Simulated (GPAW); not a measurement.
# A GW chain in GPAW: GaAs (F-43m)

How does a plane-wave GW calculation on GaAs (F-43m) run from the first input to the gap?

Program: GPAW 26.7.0. Level of theory: PBE and many-body steps on it, plane waves. Results are calculated unless marked as measured.

**What was measured.**

- Gap 1.51 eV: band-edge emission energy from PL (direct gap at Gamma); photoluminescence, 633 nm excitation; 77 K; bulk crystal (MBE GaAs matrix around a thin InAs wetting layer on semi-insulating GaAs (100)) (“Photoluminescence of InAs/GaAs quantum dots under direct two-photon excitation”, 2020, pmc:7331710).

- Gap 1.42 eV: band-edge photoluminescence emission energy of the GaAs substrate; time-integrated photoluminescence; 300 K; bulk crystal ((001) GaAs substrate beneath GaBiAs epilayers) (“Investigation of the anisotropic electron g factor as a probe of the electronic structure of GaBixAs1-x/GaAs epilayers”, 2014, arxiv:1409.8467).

- Gap 1.412 ± 0.01 eV: direct gap E0 at Gamma from ellipsometry; variable-angle spectroscopic ellipsometry, parametric critical-point fit; 300 K; bulk crystal (semi-insulating GaAs(001) reference substrate with native oxide) (“Evidence of valence band perturbations in GaAsN/GaAs(001): A combined variable-angle spectroscopic ellipsometry and modulated photoreflectance investigation”, 2008, arxiv:0805.2212).

- Gap 1.418 ± 0.005 eV: direct gap E0 at Gamma from PR; modulated photoreflectance, low-field lineshape fit; 300 K; bulk crystal (semi-insulating GaAs(001) reference substrate) (“Evidence of valence band perturbations in GaAsN/GaAs(001): A combined variable-angle spectroscopic ellipsometry and modulated photoreflectance investigation”, 2008, arxiv:0805.2212).

Report form: the programs' logs are mostly left out.

## Step 1: The structure

Symmetry: F-43m, No. 216, cubic system. The conventional cell has a = 5.654 Å, b = 5.654 Å, c = 5.654 Å, α = 90.00°, β = 90.00°, γ = 90.00°. Nearest to Ga lie 4 As at 2.45 Å. Nearest to As lie 4 Ga at 2.45 Å. Farther neighbours are not listed.

As a file:

```cif
data_structure
_symmetry_space_group_name_H-M 'P 1'
_symmetry_Int_Tables_number 1
_cell_length_a 3.9978
_cell_length_b 3.9978
_cell_length_c 3.9978
_cell_angle_alpha 60.000
_cell_angle_beta 60.000
_cell_angle_gamma 60.000
_cell_volume 45.18
loop_
_atom_site_label
_atom_site_type_symbol
_atom_site_fract_x
_atom_site_fract_y
_atom_site_fract_z
_atom_site_occupancy
Ga1 Ga 0.00000 0.00000 0.00000 1
As2 As 0.25000 0.25000 0.25000 1
```

The cell and positions come from the Crystallography Open Database and are kept as given unless a step says otherwise.

## Step 2: Ground state

This step: GPAW 26.7.0; DFT, PBE, plane waves, PAW.

The ground-state density comes first.

File run.py:

```python
import json
import numpy as np
from gpaw.mpi import world
from ase import Atoms
from gpaw import GPAW, PW, FermiDirac

atoms = Atoms(['Ga', 'As'],
    cell=[[0.0000000000, 2.8268500000, 2.8268500000],
      [2.8268500000, 0.0000000000, 2.8268500000],
      [2.8268500000, 2.8268500000, 0.0000000000]],
    scaled_positions=[[0.0000000000, 0.0000000000, 0.0000000000],
      [0.2500000000, 0.2500000000, 0.2500000000]],
    pbc=(True, True, True))
calc = GPAW(mode=PW(450),
    xc='PBE',
    kpts={'size': (8, 8, 8), 'gamma': True},
    occupations=FermiDirac(0.001),
    nbands=-7,
    convergence={'density': 1e-6, 'bands': -3},
    maxiter=100,
    txt='gs.txt')
atoms.calc = calc
res = {'energy': atoms.get_potential_energy()}
kpts = calc.get_ibz_k_points()
res['kpts'] = kpts
res['eigenvalues'] = [calc.get_eigenvalues(kpt=k) for k in range(len(kpts))]
res['n_electrons'] = calc.get_number_of_electrons()
calc.write('gs.gpw')

if world.rank == 0:
    with open('result.json', 'w') as f:
        json.dump(res, f, default=lambda x: x.tolist())
```

The run is started by

```
> mpirun -n 8 gpaw python run.py
```

Run time: 3.8 s. Hardware: 8 MPI ranks of Arm Neoverse V1, shared host; peak memory 0.9 GiB.

This step gave:

```
total energy               : -8.228 eV
gap                        : 0.5868 eV
k of the valence top       : 0, 0, 0
k of the conduction bottom : 0, 0, 0
least direct gap           : 0.5868 eV
```

The gap is direct, at Γ.

## Step 3: Empty states on the mesh, 6×6×6 mesh, 247 bands

The sums over transitions need many empty states on a uniform mesh; this step solves for them.

File run.py:

```python
import json
import numpy as np
from gpaw.mpi import world
from gpaw import GPAW

calc = GPAW('gs.gpw').fixed_density(kpts={'size': (6, 6, 6), 'gamma': True},
    parallel={'domain': 1, 'band': 1},
    txt='nscf.txt')
calc.diagonalize_full_hamiltonian(nbands=247)
calc.write('full.gpw', mode='all')
res = {}
kpts = calc.get_ibz_k_points()
res['kpts'] = kpts
res['eigenvalues'] = [calc.get_eigenvalues(kpt=k) for k in range(len(kpts))]
res['n_electrons'] = calc.get_number_of_electrons()

if world.rank == 0:
    with open('result.json', 'w') as f:
        json.dump(res, f, default=lambda x: x.tolist())
```

The run is started by

```
> mpirun -n 8 gpaw python run.py
```

Run time: 6.2 s. Hardware: 8 MPI ranks; peak memory 1.6 GiB; 48 s of CPU time.

This step gave:

* gap: 0.5868 eV
* k of the valence top: 0, 0, 0
* k of the conduction bottom: 0, 0, 0
* least direct gap: 0.5868 eV
* k points computed: 16
* lowest point of the top converged band, above the valence top: 161.0810 eV

On this mesh the gap is 0.587 eV.

## Step 4: Screening and self-energy, 6×6×6 mesh, 237 bands, screening to 175 eV

Now the one-shot GW correction: screening in the RPA, then the self-energy of the levels asked for.

This step: G0W0 on PBE, plane waves, PAW.

File run.py:

```python
import json
import numpy as np
from gpaw.mpi import world
from gpaw.response.g0w0 import G0W0

gw = G0W0('full.gpw',
    filename='gw',
    kpts=[0],
    bands=(2, 6),
    ecut=175,
    nbands=237,
    integrate_gamma='WS',
    ppa=True)
gw.calculate()
res = {mode: {k: v for k, v in r.items() if k != 'sigma_eskwn'}
       for mode, r in gw.all_results.items()}

if world.rank == 0:
    with open('result.json', 'w') as f:
        json.dump(res, f, default=lambda x: x.tolist())
```

The run is started by

```
> mpirun -n 8 gpaw python run.py
```

The job ended after 2 min (8 MPI ranks; peak memory 2.1 GiB).

Numbers from this step:

```
G0W0 gap on the points computed              : 1.719 eV
least direct G0W0 gap on the computed points : 1.719 eV
Z at the valence top                         : 0.7831
Z at the conduction bottom                   : 0.7928
starting gap on the mesh                     : 0.5868 eV
k of the valence top                         : 0, 0, 0
k of the conduction bottom                   : 0, 0, 0
```

The gap on the mesh goes from 0.59 eV to 1.72 eV, a correction of +1.13 eV.

Limits: finite bands, cutoff and mesh; no spin-orbit coupling; coarse k mesh. v1 is the top filled band, c1 the lowest empty one. Levels before and after the correction, in eV, zero at the valence-band top of each column:

|  | conduction bottom | valence top |
| --- | --- | --- |
| Kohn-Sham | 0.59 | 0.00 |
| G0W0 | 1.72 | 0.00 |

|  | level | energy (eV) |
| --- | --- | --- |
| Kohn-Sham | Γ v2-v1 | 0.000 |
| Kohn-Sham | Γ c1 | 0.587 |
| Kohn-Sham | Γ c2 | 3.774 |
| G0W0 | Γ v2-v1 | 0.000 |
| G0W0 | Γ c1 | 1.719 |
| G0W0 | Γ c2 | 4.476 |

## Step 5: Where the time went

Times are wall times on 8 MPI ranks of Arm Neoverse V1, shared host, good to a factor of about two.

| step | time | share | memory (GiB) |
| --- | --- | --- | --- |
| ground state | 3.8 s | 3 % | 0.9 |
| empty states on the mesh | 6.2 s | 5 % | 1.6 |
| screening and self-energy | 2 min | 92 % | 2.1 |

## Step 6: Summary of results

* PBE gap: 0.59 eV, direct
* G0W0 gap on the mesh: 1.72 eV
* GW settings: 6×6×6 mesh, 237 bands, screening to 175 eV, Godby-Needs plasmon pole
* known limits: not at the basis limit; no spin-orbit coupling; coarse k mesh

**Reading.** G0W0 moves the gap on the mesh from 0.59 eV to 1.72 eV (+1.13 eV), with Z of 0.78 and 0.79 at the edges. Only 1 of the mesh's irreducible points was corrected, so a valley elsewhere could overtake. The dearest step here is «screening and self-energy». Against experiment, by G0W0@PBE: the direct gap of 1.72 eV lies +0.21 eV from the measured 1.51 eV (exciton, 77 K, 2020); the direct gap of 1.72 eV lies +0.30 eV from the measured 1.42 eV (exciton, 300 K, 2014); the direct gap of 1.72 eV lies +0.31 eV from the measured 1.412 ± 0.01 eV (direct, 300 K, 2008); the direct gap of 1.72 eV lies +0.30 eV from the measured 1.418 ± 0.005 eV (direct, 300 K, 2008). An exciton line or allowed optical edge lies below the quasiparticle gap by the binding energy; a forbidden edge can push the onset above it. The calculation has static nuclei and no excitons; a measured gap holds zero-point and thermal motion, which mostly lowers it. Bands and cutoff are finite, so the gap is not at the basis limit. The miss can reach some tenths of an eV and take either sign; the mesh is an error of its own. These stock PAW sets were not made for GW; the filled d or f shell of As and Ga lies in the frozen core, which bears on start and correction. In the G0W0 run levels were corrected at 1 k point alone, so a gap called «on the mesh» is the least over those, and an edge elsewhere would be missed. The 6×6×6 mesh is coarse for this cell, which bears on the long-range parts of exchange and screening. The many-body steps are scalar-relativistic: spin-orbit coupling is not in them.

[Paths, hosts, dates, memory and timing lines, banners, echoed tables and standing remarks are left out of the program output.]

[Logs are printed without paths, hosts, clocks, repeated set-up lines and the standing remarks that a program may print on its own settings, such as how far it seeks lower states.]

[Runs of the session that timed out or met a known fault of the program may be left out.]

[Hosts, paths, dates, database ids (printed as entryN), source tags and the programs' standing remarks are cut or masked in the printed files.]
